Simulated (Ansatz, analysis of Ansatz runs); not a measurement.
# N-H pair in ZnSe: local vibrational mode, r2SCAN, part 2 of 2

Subject: N-H pair in ZnSe. Wanted: its local vibrational mode, in one set-up (r2SCAN, 64-site cell, r2SCAN lattice, 500 eV, k: the single point 1/4 1/4 1/4, anharmonic cut along the mode). The model is a cell of 64 host atoms with N put on another atom's site and H put in between. The frequencies come from force constants among the defect atom and its neighbours, with the masses of the isotopes named. A meta-GGA costs about twice a GGA and mends lattice constants and part of the gap.

Ansatz 0.2.0; r2SCAN, 64-site cell, r2SCAN lattice, 500 eV, k: the single point 1/4 1/4 1/4, anharmonic cut along the mode.

So far. Step 2 (Relaxation, charge 0): Neighbours of the added atoms: H65: N16 1.02, Zn12 2.43, Zn42 2.45 Å.

## (4) Point 1 along the mode

A light atom samples the curved part of its well, so the energy is mapped along the mode and the one-dimensional Schrödinger equation solved on it.

This step: plane-wave PAW DFT, r2SCAN; single point of a defect supercell.

Contents of cut0/input.yaml:

```yaml
crystal:
  lattice:
    - [11.33171349, 0.0, 0.0]
    - [0.0, 0.0, -11.33171349]
    - [0.0, 11.33171349, 0.0]
  atoms:
    - { symbol: Zn, position: [-7.454e-06, 5.6041e-05, -0.001162741] }
    - { symbol: Zn, position: [-0.004243957, 0.250082733, 0.245510745] }
    - { symbol: Zn, position: [0.250013775, -0.004181734, 0.245505828] }
    - { symbol: Zn, position: [0.249769809, 0.249841376, -0.003161925] }
    - { symbol: Se, position: [0.125025519, 0.12509272, 0.123764064] }
    - { symbol: Se, position: [0.121731676, 0.377244896, 0.371486349] }
    - { symbol: Se, position: [0.377180058, 0.121788218, 0.371477939] }
    - { symbol: Se, position: [0.375059738, 0.375127758, 0.123114137] }
    - { symbol: Zn, position: [-0.004237767, -0.004182406, 0.499780986] }
    - { symbol: Zn, position: [-8.4056e-05, 0.25524089, 0.751662145] }
    - { symbol: Zn, position: [0.255173569, -1.8916e-05, 0.751655758] }
    - { symbol: Zn, position: [0.21616317, 0.216223755, 0.465903955] }
    - { symbol: Se, position: [0.121735005, 0.121803142, 0.626927418] }
    - { symbol: Se, position: [0.13216167, 0.377807754, 0.868611789] }
    - { symbol: Se, position: [0.377742871, 0.132226262, 0.868611528] }
    - { symbol: "N", position: [0.391098122, 0.391142522, 0.640873366] }
    - { symbol: Zn, position: [0.004423689, 0.498907804, -0.00296602] }
    - { symbol: Zn, position: [-2.6e-06, 0.749147646, 0.249751222] }
    - { symbol: Zn, position: [0.2551761, 0.501984532, 0.249685796] }
    - { symbol: Zn, position: [0.250336463, 0.748212086, -0.002102465] }
    - { symbol: Se, position: [0.126143906, 0.624126819, 0.125216658] }
    - { symbol: Se, position: [0.125027343, 0.874077859, 0.374782846] }
    - { symbol: Se, position: [0.377744336, 0.618924134, 0.381918666] }
    - { symbol: Se, position: [0.37668371, 0.872943216, 0.122620176] }
    - { symbol: Zn, position: [-7.7117e-05, 0.501978204, 0.50492595] }
    - { symbol: Zn, position: [0.004423821, 0.74734657, 0.748594305] }
    - { symbol: Zn, position: [0.278174783, 0.486222058, 0.735905801] }
    - { symbol: Zn, position: [0.249774684, 0.747150092, 0.499524062] }
    - { symbol: Se, position: [0.132160679, 0.618925461, 0.627498622] }
    - { symbol: Se, position: [0.126142296, 0.87552938, 0.873813783] }
    - { symbol: Se, position: [0.376665544, 0.623839011, 0.873528235] }
    - { symbol: Se, position: [0.37506279, 0.873416468, 0.624814009] }
    - { symbol: Zn, position: [0.49884368, 0.004489515, -0.002970155] }
    - { symbol: Zn, position: [0.501910778, 0.255237135, 0.249676898] }
    - { symbol: Zn, position: [0.749085576, 5.6381e-05, 0.249746654] }
    - { symbol: Zn, position: [0.748145899, 0.250400845, -0.002105527] }
    - { symbol: Se, position: [0.624064741, 0.126208669, 0.125215331] }
    - { symbol: Se, position: [0.618858446, 0.377806135, 0.381915141] }
    - { symbol: Se, position: [0.874012139, 0.125091392, 0.374783808] }
    - { symbol: Se, position: [0.872873733, 0.376746278, 0.122624512] }
    - { symbol: Zn, position: [0.501910274, -1.8929e-05, 0.504924153] }
    - { symbol: Zn, position: [0.486162919, 0.278240992, 0.735933756] }
    - { symbol: Zn, position: [0.747282482, 0.004487775, 0.748598155] }
    - { symbol: Zn, position: [0.74708498, 0.249836793, 0.49952858] }
    - { symbol: Se, position: [0.618854896, 0.132227244, 0.62749685] }
    - { symbol: Se, position: [0.623777274, 0.376735189, 0.873532114] }
    - { symbol: Se, position: [0.875464031, 0.126206324, 0.873813212] }
    - { symbol: Se, position: [0.873353662, 0.375129083, 0.624812792] }
    - { symbol: Zn, position: [0.502292093, 0.502365442, 0.000477629] }
    - { symbol: Zn, position: [0.498836224, 0.747352264, 0.25417335] }
    - { symbol: Zn, position: [0.747285389, 0.498902404, 0.254175738] }
    - { symbol: Zn, position: [0.75059301, 0.750653316, 0.000344574] }
    - { symbol: Se, position: [0.625787274, 0.625854672, 0.126977395] }
    - { symbol: Se, position: [0.624064738, 0.875526274, 0.375894232] }
    - { symbol: Se, position: [0.875461658, 0.624126801, 0.375895461] }
    - { symbol: Se, position: [0.875359502, 0.875421229, 0.125112983] }
    - { symbol: Zn, position: [0.486139647, 0.48620228, 0.52794959] }
    - { symbol: Zn, position: [0.502298469, 0.750782881, 0.752048605] }
    - { symbol: Zn, position: [0.75071549, 0.502369211, 0.752045028] }
    - { symbol: Zn, position: [0.748146467, 0.748207711, 0.500095614] }
    - { symbol: Se, position: [0.62376688, 0.623833276, 0.626413446] }
    - { symbol: Se, position: [0.62578948, 0.877284355, 0.875542642] }
    - { symbol: Se, position: [0.877220544, 0.625853317, 0.8755415] }
    - { symbol: Se, position: [0.872868556, 0.87294109, 0.626438357] }
    - { symbol: H, position: [0.354663456, 0.354697911, 0.604452045] }
basis:
  ecutwfc: 500
  xc_grid: 2
hamiltonian:
  xc: r2scan
kpoints:
  mp_grid: { grid: [1, 1, 1], shift: [0.25, 0.25, 0.25] }
scf:
  occupations: { method: fermi_dirac, width: 0.01 }
  max_iter: 120
output:
  forces: true
checkpoint:
  read: "../relax.run"
```

Launch:

```bash
$ ansatz run input.yaml --threads 32 --pin off --max-ram 84787MiB --backend cuda --events-out ev --progress --plain --runs-dir out --max-vram 78GiB
```

Log:

```text
Warning: checkpoint.read: the run can stay near the saved state's solution: 5 site(s) moved relative to the saved geometry (max |Δs| = 1.476e-2 fractional); the SCF starts from the saved state under ` [...]
[...]
Crystal: 65 atoms, lattice volume = 1455.080 Å³
Basis set: ecut = 500 eV, 37073 PW (Γ), exchange–correlation on 180×180×180 points (8 copies of the dense FFT grid, shifted against one another)
Bands: 508, of which v1, the nominal top of the filled ones, is band 443 counted from 1 (442 counted from 0)
[...]
SCF iter   2: F=—  HF=-276692.831535 eV  |Δ(HF+E_count)|=   5.55e-1  Δρ=6.12e-3  dr2=1.63e-1  dr2_τ=7.68e-2  Hψ=1208
[...]
SCF iter   9: F=—  HF=-276692.800277 eV  |Δ(HF+E_count)|=   9.38e-8  Δρ=4.08e-6  dr2=1.86e-7  dr2_τ=3.35e-9  Hψ=780
SCF iter  10: F=-276692.800276 eV  HF=-276692.800277 eV  |Δ(HF+E_count)|=   6.38e-8  Δρ=1.90e-6  dr2=4.99e-8  dr2_τ=2.24e-9  Hψ=1874
SCF 1 converged in 10 iterations: F = -276692.800276 eV  dr2 = 4.99e-8
[...]
SCF converged after 10 iterations
Free energy (F): -276692.800276 eV
[...]
Fermi energy:    7.582200 eV
[...]
--- Forces (eV/Å), atoms counted from 1 ---
[...]
```

Run time: 2.5 s. Hardware: 1 × NVIDIA GB200 with 32 threads of Arm Neoverse V2, shared host; peak memory 1.5 GiB; 6.2 s of CPU time.

Reading the cycles: dr2 is the Hartree energy of the density residual (eV), the measure of convergence; HF is the Harris–Foulkes estimate of the energy, which meets the free energy F at convergence.

Read from the output:

| Quantity | Value |
| --- | --- |
| free energy | -276692.8003 eV |

The series, run alike:

| run | outcome | energy less the first (eV) | moment (μB) | time |
| --- | --- | --- | --- | --- |
| point 1 along the mode | converged | 0.0000 | 0.00 | 2.5 s |
| point 2 along the mode | converged | -2.3163 | 0.00 | 2.5 s |
| point 3 along the mode | converged | -3.3862 | 0.00 | 2.3 s |
| point 4 along the mode | converged | -3.9217 | 0.00 | 1.9 s |
| point 5 along the mode | converged | -3.9642 | 0.00 | 2.4 s |
| point 6 along the mode | converged | -3.7286 | 0.00 | 2.2 s |
| point 7 along the mode | converged | -3.4429 | 0.00 | 2.1 s |
| point 8 along the mode | converged | -3.0835 | 0.00 | 2 s |
| point 9 along the mode | converged | -2.7197 | 0.00 | 2 s |

## (5) Anharmonic fundamental

Analysis of the runs above: one-dimensional Schroedinger equation on a polynomial through r2SCAN energies along the local mode.

It gives:

```yaml
stretch: 3191 cm⁻¹
stretch_harmonic: 3360 cm⁻¹
```

Energy against normal coordinate:

| normal coordinate (amu½ Å) | energy (eV) |
| --- | --- |
| -0.300 | 4.06 |
| -0.220 | 1.75 |
| -0.150 | 0.676 |
| -0.075 | 0.141 |
| 0.000 | 0 |
| 0.075 | 0.0981 |
| 0.150 | 0.334 |
| 0.220 | 0.619 |
| 0.300 | 0.979 |
| 0.381 | 1.34 |

## (6) Outcome

* distance from the defect atom to its nearest neighbour: 1.025 Å
* N-H stretch, 1H: 3191 cm⁻¹
* N-H wag, 1H: 811 cm⁻¹
* time of the whole chain: 54 s on 32 threads and a graphics card

**Reading.** N-H stretch, 1H: computed 3191 cm⁻¹, measured 3194 cm⁻¹; 3 cm⁻¹ (0 %) below the measurement. N-H wag, 1H: computed 811 cm⁻¹, measured 783 cm⁻¹; 28 cm⁻¹ (4 %) above the measurement. The anharmonic cut moves the N-H stretch, 1H from 3360 to 3191 cm⁻¹; a straight cut leaves out the coupling to the other modes. Only the named neighbours move, so modes near the host's band are approximate.

[Logs are printed without paths, hosts, clocks, repeated set-up lines and the standing remarks that a program may print on its own settings, such as how far it seeks lower states.]

[Hosts, paths, dates, database ids (printed as entryN), source tags and the programs' standing remarks are cut or masked in the printed files.]

[For some hosts the program warned that the k-mesh of the response run may be too coarse for force constants and the static dielectric constant; such warnings are not shown here.]
